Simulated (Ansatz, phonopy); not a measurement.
# MgS (Niningerite, Fm-3m): thermal expansion from first principles, part 4 of 4

Wanted: α(T), C_P(T) and B(T) of MgS (Niningerite) in the quasi-harmonic approximation.

Experimental results on record:
- heat capacity C_P per formula unit 45.6 J/mol/K near room temperature (given in “High-Throughput Prediction of Finite-Temperature Properties using the Quasi-Harmonic Approximation”, 2016, arXiv:1603.06924)

Ansatz 0.2.0; DFT PBEsol, scalar-relativistic, plane waves, PAW.

So far, principal linear expansion coefficients at 298 K (× 1e-6/K): step 6 (the quasi-harmonic study, cutoff 550 eV, k-mesh 8×8×8) 16.7; step 8 (cutoff 487.2 eV, k-mesh 12×12×12) 16.7. The relaxed cell has a = 5.182 Å (conventional setting).

## Step 10: The quasi-harmonic study, cutoff 487.2 eV

Thermal expansion follows from how the free energy of the vibrations (and of the electrons in a metal) changes with strain, so the program makes strained cells, their phonons and a fit in one run.

This step: DFT PBEsol, scalar-relativistic, plane waves, PAW (Ansatz 0.2.0).

File input.yaml:

```yaml
crystal:
  lattice:
    - [0.0, 2.5909905692, 2.5909905692]
    - [2.5909905692, 0.0, 2.5909905692]
    - [2.5909905692, 2.5909905692, 0.0]
  atoms:
    - { symbol: Mg, position: [0.0, 0.0, 0.0] }
    - { symbol: S, position: [0.5, 0.5, 0.5] }
kpoints:
  mp_grid: { grid: [8, 8, 8] }
hamiltonian:
  xc: pbesol
scf:
  occupations: { method: fixed }
output:
  eigenvalues: true
phonons:
  method: dfpt
  qmesh: [4, 4, 4]
  temperatures: { t_max: 800.0, t_step: 50 }
  thermal_expansion: {}
```

A lower cutoff is cheaper; the question is how far the property drifts.

Run with:

```bash
> ansatz run input.yaml --threads 4 --pin off --max-ram 16384MiB --backend cpu --events-out ev --progress --plain --runs-dir out
```

Numbers of over 12 decimals in the logs are rounded to 6 here.

The program printed:

```text
[...]
Crystal: 2 atoms, lattice volume = 34.788 Å³
Basis set: ecut = 487.2 eV, 869 PW (Γ), exchange–correlation on 54×54×54 points (8 copies of the dense FFT grid, shifted against one another)
Bands: 12, of which v1, the nominal top of the filled ones, is band 8 counted from 1 (7 counted from 0)
Symmetry: 48 space group operations
[...]
vibrations' free energy: its fit leaves 0.0003 meV an atom at the most
  the electrons' free energy at temperature is not in it: every band gap is over 0.83 eV
  free energies summed between the sampled wave vectors
[...]
the FFT grids of the static calculations differ: 27 × 27 × 27, 30 × 30 × 30
  band gaps on the cells' k-points are 2.555 to 2.785 eV
[key lines of the parts left out:]
SCF converged after 7 iterations
Free energy (F): -2799.917955 eV
Fermi energy:    6.477705 eV
P = ⅓ Tr σ = 0.0009 GPa (0.009 kbar)
```

Elapsed: 4.2 min, on 4 threads of Intel Xeon Platinum 8488C (Sapphire Rapids), shared host; peak memory 0.96 GiB.

Strained cells of the study; zero-point energy where phonons were solved; the pressures are stresses at a fixed cutoff and can carry an offset from the finite basis. Expansion cells, by row:

```
cell  |a| (Å)  |b| (Å)  |c| (Å)  V (Å³/atom)  E - E_lowest (meV/atom)  pressure, compression positive (GPa)  gap (eV)  zero-point energy (meV/atom)
   1    3.664    3.664    3.664        17.39                        0                                -0.006     2.727                             -
   2    3.694    3.694    3.694        17.81                    2.381                                -1.784     2.679                             -
   3    3.635    3.635    3.635        16.98                    2.466                                 1.955     2.773                             -
   4    3.664    3.664    3.664         17.4                        0                                -0.022     2.726                         41.74
   5    3.683    3.683    3.683        17.66                    0.965                                -1.155     2.696                         40.67
   6    3.701    3.701    3.701        17.93                    3.803                                -2.229     2.666                         39.59
   7     3.72     3.72     3.72         18.2                    8.431                                -3.232     2.636                         38.52
   8    3.739    3.739    3.739        18.48                     14.8                                -4.173     2.605                         37.45
   9    3.628    3.628    3.628        16.88                    3.825                                  2.46     2.785                             -
  10    3.646    3.646    3.646        17.14                    0.933                                 1.182     2.756                             -
  11    3.769    3.769    3.769        18.92                    28.39                                -5.547     2.555                             -
```

Changing the k-mesh (12×12×12 → 8×8×8) takes the volume expansion at 298 K from 50.0 to 50.0 × 10⁻⁶/K and B_T from 71.8 to 71.8 GPa.

## Step 11: Comparing the runs

Times are for 4 threads of Intel Xeon Platinum 8488C (Sapphire Rapids), shared host. Results by setting:

| no. | functional | cutoff (eV) | k-mesh | q-mesh | method | pressure (GPa) | volume expansion coefficient at 298 K (1e-6/K) | C_P at 298 K (J/mol-atom/K) | isothermal bulk modulus at 298 K (GPa) | time | memory (GiB) |
| --- | --- | --- | --- | --- | --- | --- | --- | --- | --- | --- | --- |
| 1 | pbesol | 550 | 8×8×8 | 4×4×4 | dfpt | 0 | 49.99 | 23.20 | 71.81 | 4.6 min | 1.1 |
| 2 | pbesol | 487.2 | 12×12×12 | 4×4×4 | dfpt | 0 | 49.98 | 23.20 | 71.80 | 11 min | 2.1 |
| 3 | pbesol | 487.2 | 8×8×8 | 4×4×4 | dfpt | 0 | 49.99 | 23.20 | 71.81 | 4.2 min | 0.96 |

The runs together, line volume. Expansion coefficient, volume against temperature; values in 1e-6/K:

| temperature (K) | pbesol, 550, 8×8×8, 4×4×4, dfpt, 0 | pbesol, 487.2, 12×12×12, 4×4×4, dfpt, 0 | pbesol, 487.2, 8×8×8, 4×4×4, dfpt, 0 |
| --- | --- | --- | --- |
| 0 | 0 | 0 | 0 |
| 50 | 4.93 | 4.92 | 4.93 |
| 100 | 23.2 | 23.1 | 23.2 |
| 150 | 35.7 | 35.7 | 35.7 |
| 200 | 42.7 | 42.7 | 42.7 |
| 250 | 47.1 | 47.1 | 47.1 |
| 298 | 50.0 | 50.0 | 50.0 |
| 300 | 50.1 | 50.1 | 50.1 |
| 350 | 52.4 | 52.4 | 52.4 |
| 400 | 54.4 | 54.4 | 54.4 |
| 450 | 56.2 | 56.2 | 56.2 |
| 500 | 57.9 | 57.9 | 57.9 |
| 550 | 59.6 | 59.6 | 59.6 |
| 600 | 61.3 | 61.3 | 61.3 |
| 650 | 63.0 | 63.0 | 63.0 |
| 700 | 64.9 | 64.9 | 64.9 |
| 750 | 66.8 | 66.8 | 66.8 |
| 800 | 68.9 | 68.8 | 68.8 |

The runs together, line C_P. Table of heat capacity, C_P by temperature; values in J/mol-atom/K:

| temperature (K) | pbesol, 550, 8×8×8, 4×4×4, dfpt, 0 | pbesol, 487.2, 12×12×12, 4×4×4, dfpt, 0 | pbesol, 487.2, 8×8×8, 4×4×4, dfpt, 0 |
| --- | --- | --- | --- |
| 0 | 0 | 0 | 0 |
| 50 | 3.07 | 3.07 | 3.07 |
| 100 | 11.9 | 11.9 | 11.9 |
| 150 | 17.5 | 17.5 | 17.5 |
| 200 | 20.5 | 20.4 | 20.5 |
| 250 | 22.2 | 22.2 | 22.2 |
| 298 | 23.2 | 23.2 | 23.2 |
| 300 | 23.2 | 23.2 | 23.2 |
| 350 | 24.0 | 24.0 | 24.0 |
| 400 | 24.5 | 24.5 | 24.5 |
| 450 | 25.0 | 25.0 | 25.0 |
| 500 | 25.3 | 25.3 | 25.3 |
| 550 | 25.7 | 25.7 | 25.7 |
| 600 | 26.0 | 26.0 | 26.0 |
| 650 | 26.2 | 26.2 | 26.2 |
| 700 | 26.5 | 26.5 | 26.5 |
| 750 | 26.8 | 26.8 | 26.8 |
| 800 | 27.1 | 27.1 | 27.1 |

## Step 12: Quasi-harmonic fit by phonopy

This step: DFT PBEsol, scalar-relativistic, plane waves, PAW (phonopy 4.10.0).

The fit gives a volume expansion of 50.0 × 10⁻⁶/K at 300 K, against 50.0 at 298 K from the study itself, whose static fit uses more cells.

## Step 13: Results

| Quantity | Value |
| --- | --- |
| settings of these figures | PBEsol, 487.2 eV, k 12×12×12, q 4×4×4 |
| volume expansion coefficient at 298 K | 49.98 1e-6/K |
| C_P at 298 K | 23.20 J/mol-atom/K |
| entropy at 298 K | 26.08 J/mol-atom/K |
| isothermal bulk modulus at 298 K | 71.80 GPa |
| Grüneisen parameter at 298 K | 1.69 |
| volume at 298 K | 17.70 Å³/atom |
| principal linear expansion coefficients at 298 K | 16.66, 16.66, 16.66 1e-6/K |

What this shows: Near room temperature MgS (Niningerite) expands by 50.0 × 10⁻⁶/K in volume by PBEsol, with C_P = 23.2 J/(mol K) per mole of atoms and B_T = 71.8 GPa. C_P at room temperature is 93 % of the classical 3R an atom; C_V is 91 %, and the rest is expansion work. A measured heat capacity per formula unit near room temperature is 45.6 J/mol/K (arXiv:1603.06924); the calculated 46.4 J/mol/K differs by +2 %. Changing the k-mesh and cutoff moves the volume expansion at 298 K between 50.0 and 50.0 × 10⁻⁶/K, while the CPU time spans a factor of 2.8. The PAW files were made for PBE and are used here under another functional, for which the program regenerates the frozen cores.

[Logs are printed without paths, hosts, clocks, repeated set-up lines and the standing remarks that a program may print on its own settings, such as how far it seeks lower states.]

[Hosts, paths, dates, database ids (printed as entryN), source tags and the programs' standing remarks are cut or masked in the printed files.]

[A step with changed settings may run another functional than the one named; its input shows which.]
